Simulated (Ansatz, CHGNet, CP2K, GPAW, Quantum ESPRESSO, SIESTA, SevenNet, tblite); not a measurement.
# SIESTA on C(111) slab, H on the bottom face (80 atoms): settings against a plane-wave reference, part 2 of 2

Wanted: SIESTA inputs and outputs for C(111) slab, H on the bottom face (80 atoms), checked against a plane-wave reference.

Program: SIESTA 5.4.2; the method stands at each step. Banners, paths, timers and routine set-up lines are dropped from the logs unmarked, and long logs keep their key lines alone; longer cuts are marked. The potentials were converted by us to PSML.

So far. Step 3 (PBE, SZP, shift 0.01 Ry, mesh 300 Ry): Against the first run (12 %), the force difference from the reference is 36 %, at 0.57 times the CPU time (on 1 against 2 cores), with 640 basis functions against 912: the smaller basis costs accuracy. Step 4 (PBE, DZ, shift 0.01 Ry, mesh 300 Ry): Against the first run (12 %), the force difference from the reference is 16 %, at 0.24 times the CPU time (on 1 against 2 cores), with 544 basis functions against 912: the smaller basis costs accuracy.

## 5. PBE, DZP, shift 0.01 Ry, mesh 150 Ry

Method: Kohn-Sham DFT, PBE, PseudoDojo 0.4.1 norm-conserving pseudopotentials (converted to PSML), numerical atomic orbitals (DZP), diagonalisation.

input.fdf

```
SystemLabel cell
NumberOfAtoms 80
NumberOfSpecies 2
%block ChemicalSpeciesLabel
  1 6 C
  2 1 H
%endblock ChemicalSpeciesLabel
LatticeConstant 1.0 Ang
%block LatticeVectors
  10.08900 0.00000 0.00000
  -5.04450 8.73733 0.00000
  0.00000 0.00000 15.66426
%endblock LatticeVectors
PAO.BasisSize DZP
PAO.EnergyShift 0.01 Ry
XC.Functional GGA
XC.Authors PBE
MeshCutoff 150 Ry
%block kgrid_Monkhorst_Pack
  1 0 0 0.0
  0 1 0 0.0
  0 0 1 0.0
%endblock kgrid_Monkhorst_Pack
SolutionMethod diagon
OccupationFunction FD
ElectronicTemperature 580 K
SCF.Mixer.Method Pulay
SCF.Mixer.Weight 0.05
SCF.Mixer.History 8
SCF.Mix Hamiltonian
MaxSCFIterations 300
SCF.DM.Tolerance 1e-04
SCF.H.Tolerance 1.0e-3 eV
WriteForces T
Write.HirshfeldPop T
Write.VoronoiPop T
Write.DM F
Write.H F
XML.Write F
AtomicCoordinatesFormat Fractional
%block AtomicCoordinatesAndAtomicSpecies
[... 80 atom lines left out: the same atoms as in the first run ...]
%endblock AtomicCoordinatesAndAtomicSpecies
```

Run with:

```sh
$ OMP_NUM_THREADS=1 siesta < input.fdf > output.txt
```

Log:

```text
Version         : 5.4.2
reinit: System Name:
reinit: System Label: cell
initatom: Reading input for the pseudopotentials and atomic orbitals ----------
Species number:   1 Atomic number:    6 Label: C
Species number:   2 Atomic number:    1 Label: H
Ground state valence configuration (from tables):   2s02  2p02  3d00  4f00
[... lines left out ...]
SCF Convergence by DM+H criterion
[... lines left out ...]
SCF cycle converged after 36 iterations
[... lines left out ...]
   Max    7.675874
[... lines left out ...]
   Max    7.675874    constrained
Stress tensor Voigt[x,y,z,yz,xz,xy] (kbar):      -33.93      -31.10      -24.83        2.09        2.09        2.19
[... lines left out ...]
siesta: FreeEng =    -10680.614781
[... lines left out ...]
siesta:         Fermi =      -4.134117
[... lines left out ...]
siesta:          29.95672266         18.91884697  kBar
    Orbital volume contribution        =          28.398252 eV
    (Free)E + p_basis*V_orbitals       =      -10652.216529 eV
    (Free)Eharris+ p_basis*V_orbitals  =      -10652.216526 eV
siesta: Electric dipole (a.u.)  =    0.000000    0.000000   -3.902512
siesta: Electric dipole (Debye) =    0.000000    0.000000   -9.919197
Hirshfeld Atomic Populations:
Atom #   charge [q] valence [e]  Species
     1     0.027359    3.972641  C
     2    -0.022932    4.022932  C
     3    -0.015233    4.015233  C
[...]
65     0.010717    0.989283  H
    66     0.015310    0.984690  H
    67     0.009637    0.990363  H
[...]
--------------------
 Total    -0.000045
Voronoi Atomic Populations:
Atom #   charge [q] valence [e]  Species
[...]
63    -0.061444    4.061444  C
    64    -0.018489    4.018489  C
[...]
79     0.009180    0.990820  H
    80     0.000740    0.999260  H
--------------------
 Total    -0.000030
```

Run time: 2.6 min. Hardware: 1 thread of Intel Xeon at 2.30GHz, shared host; peak memory 0.53 GiB.

Numbers from this run, and their distance from the reference:

```
r.m.s. force component                          : 2.094 eV/Å
r.m.s. difference of force components           : 234.5 meV/Å
longest difference of force vectors             : 858.7 meV/Å
force difference over r.m.s. force              : 11.71 %
slope of forces against the reference's         : 1.04
correlation of force components                 : 0.9944
energy less the same-level run's                : 0.1489 meV/atom
r.m.s. force difference from the same-level run : 2.999 meV/Å
```

This is a coarse setting, run to see what it loses.

Against the first run (12 %), the force difference from the reference is 12 %, at 0.28 times the CPU time (on 1 against 2 cores): the change moves forces by 3.0 meV/Å r.m.s., so most of the difference comes from elsewhere.

## 6. VdW-DF, PBE potentials, DZP, shift 0.01 Ry, mesh 300 Ry

Method: Kohn-Sham DFT, vdW-DF, PseudoDojo 0.4.1 norm-conserving pseudopotentials (converted to PSML), numerical atomic orbitals (DZP), diagonalisation.

Changes to input.fdf since step 5:

```diff
@@ -15,5 +15,5 @@
 PAO.EnergyShift 0.01 Ry
-XC.Functional GGA
-XC.Authors PBE
-MeshCutoff 150 Ry
+XC.Functional VDW
+XC.Authors DRSLL
+MeshCutoff 300 Ry
 %block kgrid_Monkhorst_Pack
```

Run with:

```sh
$ OMP_NUM_THREADS=1 mpirun -np 2 siesta < input.fdf > output.txt
```

Log:

```text
Version         : 5.4.2
reinit: System Name:
reinit: System Label: cell
initatom: Reading input for the pseudopotentials and atomic orbitals ----------
Species number:   1 Atomic number:    6 Label: C
Species number:   2 Atomic number:    1 Label: H
Ground state valence configuration (from tables):   2s02  2p02  3d00  4f00
[... lines left out ...]
SCF Convergence by DM+H criterion
[... lines left out ...]
SCF cycle converged after 37 iterations
[... lines left out ...]
   Max    7.665613
[... lines left out ...]
   Max    7.665613    constrained
Stress tensor Voigt[x,y,z,yz,xz,xy] (kbar):      -58.94      -56.08      -41.73        2.11        2.21        2.26
[... lines left out ...]
siesta: FreeEng =    -10766.005082
[... lines left out ...]
siesta:         Fermi =      -4.249767
[... lines left out ...]
siesta:          52.25177960         35.44640576  kBar
    Orbital volume contribution        =          28.619487 eV
    (Free)E + p_basis*V_orbitals       =      -10737.385595 eV
    (Free)Eharris+ p_basis*V_orbitals  =      -10737.385597 eV
siesta: Electric dipole (a.u.)  =    0.000000    0.000000   -3.733590
siesta: Electric dipole (Debye) =    0.000000    0.000000   -9.489839
Hirshfeld Atomic Populations:
Atom #   charge [q] valence [e]  Species
     1     0.026533    3.973467  C
     2    -0.014784    4.014784  C
     3    -0.016701    4.016701  C
[...]
65     0.003347    0.996653  H
    66     0.006250    0.993750  H
    67     0.001518    0.998482  H
[...]
--------------------
 Total    -0.000022
Voronoi Atomic Populations:
Atom #   charge [q] valence [e]  Species
[...]
63    -0.064034    4.064034  C
    64    -0.011838    4.011838  C
[...]
79     0.008518    0.991482  H
    80    -0.002034    1.002034  H
--------------------
 Total    -0.000022
```

The job ended after 10 min (2 MPI ranks; peak memory 1.7 GiB; 21 min of CPU time).

Numbers from this run, and their distance from the reference:

```
r.m.s. force component                  : 2.054 eV/Å
r.m.s. difference of force components   : 271.7 meV/Å
longest difference of force vectors     : 1076 meV/Å
force difference over r.m.s. force      : 13.57 %
slope of forces against the reference's : 1.017
correlation of force components         : 0.9913
```

Against the first run (12 %), the force difference from the reference is 14 %, at 2.3 times the CPU time; the model has changed, so this is no error of the program alone.

## 7. The ladder

Differences are against the plane-wave reference, forces as r.m.s. over components; share is that over the reference's r.m.s. force, slope the least-squares factor from reference forces to these. Total energies of different programs have different zeros and aren't compared.

```csv
run,"Δ force, r.m.s. (meV/Å)",share (%),slope,cores,CPU time,memory (GiB)
reference,-,-,-,6,39 s,1.3
"SIESTA PBE, DZP, shift 0.01 Ry, mesh 300 Ry",234,11.7,1.040,2,9.2 min,1.1
"SIESTA PBE, SZP, shift 0.01 Ry, mesh 300 Ry (coarse)",731,36.5,1.051,1,5.2 min,0.77
"SIESTA PBE, DZ, shift 0.01 Ry, mesh 300 Ry (coarse)",321,16.1,1.065,1,2.2 min,0.57
"SIESTA PBE, DZP, shift 0.01 Ry, mesh 150 Ry (coarse)",234,11.7,1.040,1,2.6 min,0.53
"SIESTA vdW-DF, PBE potentials, DZP, shift 0.01 Ry, mesh 300 Ry",272,13.6,1.017,2,21 min,1.7
```

Rows marked coarse were listed beforehand as settings not expected to be converged; some can still land near the reference.

CPU time is summed over cores on a shared host, where runs went side by side, so it is rough. Symmetry, cutoffs, thresholds, outputs and thread counts weren't matched or tuned between programs; memory under MPI is the largest rank's times the ranks.

Mean charges by element (e), by run and scheme:

```csv
run,scheme,C,H
reference,Löwdin,-0.01,+0.16
"SIESTA PBE, DZP, shift 0.01 Ry, mesh 300 Ry",Hirshfeld,0.00,+0.01
"SIESTA vdW-DF, PBE potentials, DZP, shift 0.01 Ry, mesh 300 Ry",Hirshfeld,0.00,+0.01
```

The reference's Löwdin charges lack the electrons that the projection spills, 0.024 e an atom on average.

Within one program, basis, potentials and functional, energies share a zero. Each run against its twin at the usual cutoff or grid and solver:

```csv
run,twin,Δ energy (meV/atom),"Δ force, r.m.s. (meV/Å)",CPU time over the twin's
"SIESTA PBE, DZP, shift 0.01 Ry, mesh 150 Ry","DZP, shift 0.01 Ry, mesh 300 Ry",0.149,3.00,0.28 (this twin ran on 2 cores)
```

## 8. Outcome

| Item | Value |
| --- | --- |
| nearest in forces | a tie at 12 % of 2 runs: SIESTA PBE, DZP, shift 0.01 Ry, mesh 300 Ry; SIESTA PBE, DZP, shift 0.01 Ry, mesh 150 Ry (coarse) |

In words: The PBE run in local orbitals, coarse settings apart, differs by 12 % (SIESTA PBE, DZP, shift 0.01 Ry, mesh 300 Ry); basis, grid and potentials can all enter. Rows with another functional or a dispersion term differ by 14 % (SIESTA vdW-DF, PBE potentials, DZP, shift 0.01 Ry, mesh 300 Ry), which mixes the change of model with differences of basis and potentials, some of them made for another functional. Runs with settings chosen to be coarse differ by 12 % (SIESTA PBE, DZP, shift 0.01 Ry, mesh 150 Ry) to 36 % (SIESTA PBE, SZP, shift 0.01 Ry, mesh 300 Ry), their programs' other errors included. None of the electronic-structure runs in the table takes under half the reference's CPU time of 39 s; they take 3.4 to 32 times as much. Charges hang on scheme and program or settings: among these rows the mean for H runs from +0.01 to +0.16 e. With short bonds to hydrogen, sets of potentials differ among themselves by several per cent in forces even at converged cutoffs, so the reference isn't exact here either. The runs have no spin polarisation, so any moments at edges, vacancies or dangling bonds can't form. The electronic-structure runs sample only Γ, in a cell whose shortest periodic width is 9 Å, which is coarse for a cell with partly filled levels.

[Also dropped from logs without a mark: logging warnings of Python, and SIESTA's first energy breakdown and zero terms.]

[Logs are printed without paths, hosts, clocks, repeated set-up lines and the standing remarks that a program may print on its own settings, such as how far it seeks lower states.]

[Hosts, paths, dates, database ids (printed as entryN), source tags and the programs' standing remarks are cut or masked in the printed files.]
